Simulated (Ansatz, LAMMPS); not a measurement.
# Structural relaxation of glassy 83P2O5-17Al2O3 (mol %) (80 atoms)

How does glassy 83P2O5-17Al2O3 (mol %) (80 atoms) relax, and what do bonds, charges and levels look like afterwards?

Calculated with Ansatz 0.2.0; Kohn-Sham DFT, PBEsol, PAW (set soft_2), plane waves.

This is a report of a sequence of runs, with most program output left out.

## 1. The starting structure

The cell holds 80 atoms: 20 P, 4 Al and 56 O. Its edges and angles: a = 10.199 Å, b = 10.199 Å, c = 10.199 Å, α = 90.0°, β = 90.0°, γ = 90.0°. 80 atoms (20 P, 4 Al, 56 O) placed at random at 2.43 g/cm³, melted at 4000 K for 10 ps at fixed volume with the Morse and Coulomb pair potential with partial charges (Pedone, Malavasi, Menziani, Cormack and Segre, J. Phys. Chem. B 110, 11780 (2006)). Quenched from 4000 K to 300 K at 6 K/ps and fixed volume, held 10 ps at zero pressure.

What the set-up can't give: The quench rate of 6 K/ps is orders of magnitude faster than experiment, which tends to freeze in extra defects. The network of bonds at the start is that of the classical potential that made the cell. Only the Γ point is sampled, in a cell whose shortest periodic width is 10 Å.

## 2. How the cell was made

A classical potential makes the cell, at a small fraction of what the same run would cost in DFT.

This step: classical MD, Morse and Coulomb pair potential with partial charges (Pedone, Malavasi, Menziani, Cormack and Segre, J. Phys. Chem. B 110, 11780 (2006)) (LAMMPS 22 Jul 2025 - Update 4).

Input file in.lmp:

```
# melt-quench of P20Al4O56
units metal
atom_style charge
boundary p p p
region box block 0 10.3518 0 10.3518 0 10.3518
create_box 3 box
mass 1 30.9738   # P
mass 2 26.9815   # Al
mass 3 15.9990   # O
create_atoms 1 random 20 650782 NULL overlap 1.5 maxtry 2000
create_atoms 2 random 4 650789 NULL overlap 1.5 maxtry 2000
create_atoms 3 random 56 650796 NULL overlap 1.5 maxtry 2000
pair_style hybrid/overlay pedone 5.5 coul/long 8.0
pair_coeff * * coul/long
pair_coeff 1 3 pedone 0.831326 2.585833 1.800790 1   # P-O
pair_coeff 2 3 pedone 0.361581 1.900442 2.164818 0.9   # Al-O
pair_coeff 3 3 pedone 0.042395 1.379316 3.618701 22   # O-O
set type 1 charge 3
set type 2 charge 1.8
set type 3 charge -1.2
kspace_style pppm 1.0e-4
neigh_modify delay 0 every 1 check yes
thermo_style custom step time temp pe press density
thermo_modify norm yes
timestep 0.002
thermo 100
min_style cg
minimize 1e-4 1e-4 200 2000
reset_timestep 0
velocity all create 4000 650783 mom yes dist gaussian
fix lim all nve/limit 0.05
fix lan all langevin 4000 4000 0.2 650784 zero yes
thermo 500
run 1000 post no
# [... 7 lines left out ...]
fix md all nvt temp 4000 300 0.2
run 308333 post no
unfix md
thermo 1666
fix md all npt temp 300 300 0.2 iso 0 0 2
run 5000 post no
unfix md
write_dump all custom glass.dump id type xs ys zs modify sort id
```

Command:

```
lmp -in in.lmp -log none -nocite
```

Run time: 1.9 min. Hardware: 1 thread of Intel Xeon Platinum 8488C (Sapphire Rapids), shared host; peak memory 0.069 GiB.

## 3. Single point at the start

A single point comes first, to see the forces before anything moves.

Input file input.yaml:

```yaml
crystal:
  lattice:
    - [10.19896, 0.0, 0.0]
    - [0.0, 10.19896, 0.0]
    - [0.0, 0.0, 10.19896]
  atoms:
    - { symbol: P, position: [0.39286, 0.95288, 0.86849] }
    - { symbol: P, position: [0.14788, 0.84274, 0.00962] }
    - { symbol: P, position: [0.04773, 0.02901, 0.65489] }
    - { symbol: P, position: [0.75319, 0.70918, 0.19913] }
    - { symbol: P, position: [0.17468, 0.25832, 0.51834] }
    - { symbol: P, position: [0.59492, 0.20734, 0.24517] }
    - { symbol: P, position: [0.30228, 0.13916, 0.273] }
    - { symbol: P, position: [0.6506, 0.81504, 0.47115] }
[... 68 atom lines left out ...]
    - { symbol: O, position: [0.69249, 0.96249, 0.49484] }
    - { symbol: O, position: [0.42114, 0.82898, 0.77477] }
    - { symbol: O, position: [0.68754, 0.79535, 0.09792] }
    - { symbol: O, position: [0.29165, 0.24816, 0.61221] }
kpoints:
  mp_grid: { grid: [1, 1, 1] }
hamiltonian:
  xc: pbesol
scf:
  occupations: { method: fermi_dirac, width: 0.05 }
output:
  forces: true
  stress: true
  populations: true
  dos:
    method: { smearing: { sigma: 0.08 } }
    de: 0.1
    projected: { site_lists: { Al: [Al], O: [O], P: [P] } }
  eigenvalues: true
```

Command:

```
ansatz run input.yaml --threads 4 --pin off --max-ram 8192MiB --backend cpu --events-out ev --progress --plain --runs-dir out
```

Run time: 12 s. Hardware: 4 threads of Intel Xeon Platinum 8488C (Sapphire Rapids), shared host; peak memory 1.3 GiB.

Numbers from this run:

* free energy: -48326.9638 eV
* free energy per atom: -604.0870 eV/atom
* SCF cycles: 10
* pressure: -0.1345 GPa
* r.m.s. force component: 1.619 eV/Å
* longest force: 6.208 eV/Å
* Fermi energy: 4.821 eV
* gap (highest filled to lowest empty level): 1.991 eV
* spilling of the projection: 0.0179

The r.m.s. force component of 1.6 eV/Å and the pressure of -0.13 GPa set the starting point.

Neighbours are counted within 2.08 Å (O-P), 2.33 Å (O-Al).

Length of the force by element and coordination:

| element | coordination | atoms | mean length of the force (eV/Å) | spread | least | most |
| --- | --- | --- | --- | --- | --- | --- |
| Al | all | 4 | 2.29 | 0.474 | 1.59 | 2.92 |
| Al | 4 | 2 | 1.99 | 0.397 | 1.59 | 2.38 |
| Al | 5 | 2 | 2.60 | 0.326 | 2.27 | 2.92 |
| O | all | 56 | 1.89 | 0.909 | 0.315 | 4.11 |
| O | 1 | 13 | 1.25 | 0.630 | 0.522 | 2.54 |
| O | 2 | 43 | 2.08 | 0.891 | 0.315 | 4.11 |
| P | all | 20 | 3.99 | 1.46 | 1.01 | 6.21 |
| P | 4 | 19 | 4.00 | 1.49 | 1.01 | 6.21 |
| P | 5 | 1 | 3.74 | 0 | 3.74 | 3.74 |

## 4. Cell and atoms relaxed

Cell and atoms are freed together, to release stress as well as forces.

input.yaml, the sections that differ from step 3:

```yaml
output:
  forces: true
relax:
  f_tol: 0.05
  max_steps: 200
  cell: {}
# crystal, kpoints, hamiltonian, scf: as in step 3
```

The job ended after 4.2 min (4 threads; peak memory 1.3 GiB).

The steps of the relaxation (22 of 42):

| step | energy less that of the first step (eV) | largest force component (eV/Å) | pressure (GPa) | volume (Å³) |
| --- | --- | --- | --- | --- |
| 1 | 0.0000 | 6.1454 | -0.13 | 1060.88 |
| 3 | -7.6448 | 1.1752 | 0.44 | 1025.60 |
| 5 | -9.7055 | 1.2181 | -0.54 | 1025.97 |
| 7 | -10.6071 | 0.2780 | -0.01 | 1018.19 |
| 9 | -10.8548 | 0.5120 | -0.10 | 1013.29 |
| 11 | -11.0047 | 0.2540 | 0.00 | 1010.23 |
| 13 | -11.0778 | 0.6197 | -0.31 | 1009.26 |
| 15 | -11.1517 | 0.6166 | 0.10 | 1009.47 |
| 17 | -11.2154 | 0.2204 | -0.01 | 1011.02 |
| 19 | -11.2677 | 0.1972 | -0.12 | 1012.37 |
| 21 | -11.3144 | 0.1592 | 0.04 | 1015.53 |
| 22 | -11.2952 | 0.3200 | 0.02 | 1019.61 |
| 24 | -11.3313 | 0.3096 | -0.37 | 1022.59 |
| 26 | -11.3708 | 0.1131 | 0.02 | 1023.70 |
| 28 | -11.3919 | 0.3631 | 0.33 | 1025.09 |
| 30 | -11.4058 | 0.1721 | 0.08 | 1028.60 |
| 32 | -11.4059 | 0.2266 | 0.04 | 1030.70 |
| 34 | -11.4133 | 0.0647 | -0.01 | 1029.17 |
| 36* | -11.3431 | 0.0400 | -0.12 | 1029.90 |
| 38 | -11.3600 | 0.0444 | 0.03 | 1027.44 |
| 40 | -11.3592 | 0.0811 | 0.00 | 1027.78 |
| 42* | -11.3571 | 0.0106 | 0.00 | 1027.54 |

Relaxation steps marked * repeat the geometry before them on a plane-wave basis chosen anew for their cell, so energy and pressure can jump there. Other such steps can lie between the rows shown. Relaxation steps 16, 22, 31, 34, 37, 40 were tried and not accepted.

| cell as run | before | after | change |
| --- | --- | --- | --- |
| a (Å) | 10.199 | 10.258 | +0.6 % |
| b (Å) | 10.199 | 9.855 | -3.4 % |
| c (Å) | 10.199 | 10.179 | -0.2 % |
| α (°) | 90.00 | 89.64 | -0.4 % |
| β (°) | 90.00 | 86.91 | -3.4 % |
| γ (°) | 90.00 | 90.29 | +0.3 % |
| volume (Å³/atom) | 13.26 | 12.84 | -3.1 % |

The atoms that moved most (Å, as changes of fractional coordinates times the final cell):

| atom | dx | dy | dz | length |
| --- | --- | --- | --- | --- |
| O54 | -0.793 | -1.166 | 0.507 | 1.498 |
| O42 | -0.077 | -1.202 | -0.601 | 1.346 |
| Al24 | -0.596 | 0.703 | -0.630 | 1.116 |
| O65 | -0.164 | 0.264 | -0.908 | 0.959 |
| O26 | -0.352 | 0.632 | -0.578 | 0.926 |
| O73 | -0.287 | 0.648 | 0.461 | 0.846 |
| O51 | -0.258 | 0.717 | -0.097 | 0.768 |
| P19 | -0.222 | -0.725 | -0.032 | 0.759 |

The relaxation changed the energy by -142 meV/atom, and atoms moved by 0.53 Å r.m.s., 1.5 Å at most.

## 5. Structure statistics after relaxation

Bonds before and after, by the cutoffs listed below:

| pair | bonds before | bonds after | mean before (Å) | mean after (Å) | spread before (Å) | spread after (Å) |
| --- | --- | --- | --- | --- | --- | --- |
| O-P | 81 | 81 | 1.540 | 1.556 | 0.050 | 0.066 |
| O-Al | 18 | 20 | 1.844 | 1.845 | 0.079 | 0.070 |

Density 2.62 g/cm³, 12.84 Å³ an atom.

Pair distribution functions g(r), in bins of 0.2 Å:

| r (Å) | total | O-O | O-P | O-Al | P-P | P-Al | Al-Al |
| --- | --- | --- | --- | --- | --- | --- | --- |
| 1.40 | 1.24 | 0.00 | 3.54 | 0.00 | 0.00 | 0.00 | 0.00 |
| 1.60 | 2.97 | 0.00 | 8.52 | 0.00 | 0.00 | 0.00 | 0.00 |
| 1.80 | 0.67 | 0.00 | 0.24 | 8.36 | 0.00 | 0.00 | 0.00 |
| 2.00 | 0.17 | 0.00 | 0.00 | 2.44 | 0.00 | 0.00 | 0.00 |
| 2.20 | 0.05 | 0.10 | 0.00 | 0.00 | 0.00 | 0.00 | 0.00 |
| 2.40 | 1.11 | 2.22 | 0.00 | 0.00 | 0.00 | 0.83 | 0.00 |
| 2.60 | 1.69 | 3.46 | 0.00 | 0.00 | 0.00 | 0.00 | 0.00 |
| 2.80 | 0.47 | 0.90 | 0.04 | 0.00 | 0.25 | 0.00 | 0.00 |
| 3.00 | 0.92 | 0.81 | 0.39 | 0.00 | 5.00 | 2.75 | 0.00 |
| 3.20 | 0.82 | 0.75 | 0.75 | 0.18 | 0.42 | 5.96 | 0.00 |
| 3.40 | 1.07 | 0.95 | 1.45 | 1.09 | 0.17 | 0.45 | 0.00 |
| 3.60 | 0.75 | 0.44 | 1.21 | 1.53 | 0.00 | 0.00 | 0.00 |
| 3.80 | 1.18 | 0.79 | 1.92 | 1.38 | 0.28 | 0.00 | 0.00 |
| 4.00 | 1.27 | 0.78 | 2.04 | 1.36 | 1.04 | 0.31 | 0.00 |
| 4.20 | 0.90 | 0.76 | 1.00 | 1.66 | 0.93 | 0.29 | 0.00 |
| 4.40 | 0.98 | 1.11 | 0.66 | 1.41 | 1.27 | 0.79 | 0.00 |
| 4.60 | 1.03 | 1.22 | 0.65 | 0.68 | 1.76 | 1.92 | 0.00 |
| 4.80 | 1.17 | 1.50 | 0.74 | 0.71 | 1.34 | 1.33 | 0.00 |

Bonds by pair of elements; cutoffs follow the first minimum of g(r), held within bounds set by covalent radii, and pairs that aren't listed don't count as bonded:

| pair A-B | cutoff (Å) | bonds | mean length (Å) | spread (Å) | shortest (Å) | B about A | A about B |
| --- | --- | --- | --- | --- | --- | --- | --- |
| O-P | 2.11 | 81 | 1.56 | 0.066 | 1.45 | 1.45 | 4.05 |
| O-Al | 2.33 | 20 | 1.84 | 0.07 | 1.73 | 0.357 | 5 |

How many atoms have how many bonded neighbours:

| element | mean | 1 | 2 | 4 | 5 | 6 |
| --- | --- | --- | --- | --- | --- | --- |
| Al | 5 | 0 | 0 | 1 | 2 | 1 |
| O | 1.80 | 11 | 45 | 0 | 0 | 0 |
| P | 4.05 | 0 | 0 | 19 | 1 | 0 |

Bond angles, per cent of each kind in bins of 5°:

| angle (°) | O-P-O | O-Al-O | P-O-P | Al-O-P |
| --- | --- | --- | --- | --- |
| 75–80 | 0.0 | 2.4 | 0.0 | 0.0 |
| 80–85 | 0.8 | 4.9 | 0.0 | 0.0 |
| 85–90 | 1.6 | 17.1 | 0.0 | 5.0 |
| 90–95 | 1.6 | 24.4 | 0.0 | 5.0 |
| 95–100 | 10.5 | 12.2 | 0.0 | 0.0 |
| 100–105 | 16.9 | 9.8 | 0.0 | 0.0 |
| 105–110 | 23.4 | 0.0 | 0.0 | 0.0 |
| 110–115 | 18.5 | 4.9 | 0.0 | 0.0 |
| 115–120 | 22.6 | 4.9 | 0.0 | 0.0 |
| 120–125 | 3.2 | 0.0 | 0.0 | 0.0 |
| 125–130 | 0.0 | 2.4 | 4.0 | 10.0 |
| 130–135 | 0.0 | 0.0 | 20.0 | 15.0 |
| 135–140 | 0.0 | 0.0 | 28.0 | 5.0 |
| 140–145 | 0.0 | 4.9 | 16.0 | 20.0 |
| 145–150 | 0.0 | 0.0 | 12.0 | 5.0 |
| 150–155 | 0.0 | 0.0 | 8.0 | 15.0 |
| 155–160 | 0.0 | 0.0 | 8.0 | 0.0 |
| 160–165 | 0.0 | 0.0 | 4.0 | 10.0 |
| 165–170 | 0.8 | 4.9 | 0.0 | 5.0 |
| 170–175 | 0.0 | 2.4 | 0.0 | 5.0 |
| 175–180 | 0.0 | 4.9 | 0.0 | 0.0 |

Bond angles (no mean is given where the spread exceeds 20°):

| angle | count | mean (°) | spread (°) |
| --- | --- | --- | --- |
| O-P-O | 124 | 109 | 9.4 |
| O-Al-O | 41 | - | - |
| P-O-P | 25 | 142 | 9.1 |
| Al-O-P | 20 | - | - |

Oxygen atoms by the number of network formers (Si, P, Ge, B, Al, As, Ga) bound to them:

| network formers bound to O | O atoms | per cent |
| --- | --- | --- |
| 0 | 0 | 0 |
| 1 | 11 | 19.6 |
| 2 | 45 | 80.4 |

Network units: each former by its oxygen neighbours and how many of them bridge to another former:

| former | O neighbours | bridging O | atoms |
| --- | --- | --- | --- |
| P | 4 | 3 | 11 |
| P | 4 | 4 | 8 |
| P | 5 | 5 | 1 |
| Al | 4 | 4 | 1 |
| Al | 5 | 5 | 2 |
| Al | 6 | 6 | 1 |

Bond length by coordination (bonds to H left out):

| element | coordination | atoms | mean bond length (Å) |
| --- | --- | --- | --- |
| Al | 4 | 1 | 1.76 |
| Al | 5 | 2 | 1.84 |
| Al | 6 | 1 | 1.91 |
| O | 1 | 11 | 1.46 |
| O | 2 | 45 | 1.63 |
| P | 4 | 19 | 1.55 |
| P | 5 | 1 | 1.65 |

Rings of the network by King's shortest-path rule, up to 12 atoms, one path for each pair of neighbours; H, halogens, alkali and alkaline-earth atoms are left out, and the last column divides by all other atoms, bonded or not:

| ring size (atoms) | rings | per network atom |
| --- | --- | --- |
| 4 | 1 | 0.012 |
| 8 | 3 | 0.038 |
| 10 | 8 | 0.1 |
| 12 | 9 | 0.112 |

First main peaks of g(r), for some of the pairs, lie near 2.5 Å (O-O), 1.6 Å (O-P), 1.8 Å (O-Al), 3.0 Å (P-P) and 3.2 Å (P-Al). By these cutoffs 50 % of Al atoms have 5, 80 % of O atoms have 2 and 95 % of P atoms have 4 bonded neighbours. The O-P-O angle averages 109° with a spread of 9°. 80 % of the oxygens bridge two formers (P and Al) and 20 % are non-bridging. The commonest P unit has 4 oxygens, 3 of them shared with other formers (11 of 20 atoms). Rings of 12 atoms are the most common (43 % of those counted); sizes run from 4 to 12, where the search stops.

[end of part 1 of 2]

[Logs are printed without paths, hosts, clocks, repeated set-up lines and the standing remarks that a program may print on its own settings, such as how far it seeks lower states.]

[Hosts, paths, dates, database ids (printed as entryN), source tags and the programs' standing remarks are cut or masked in the printed files.]
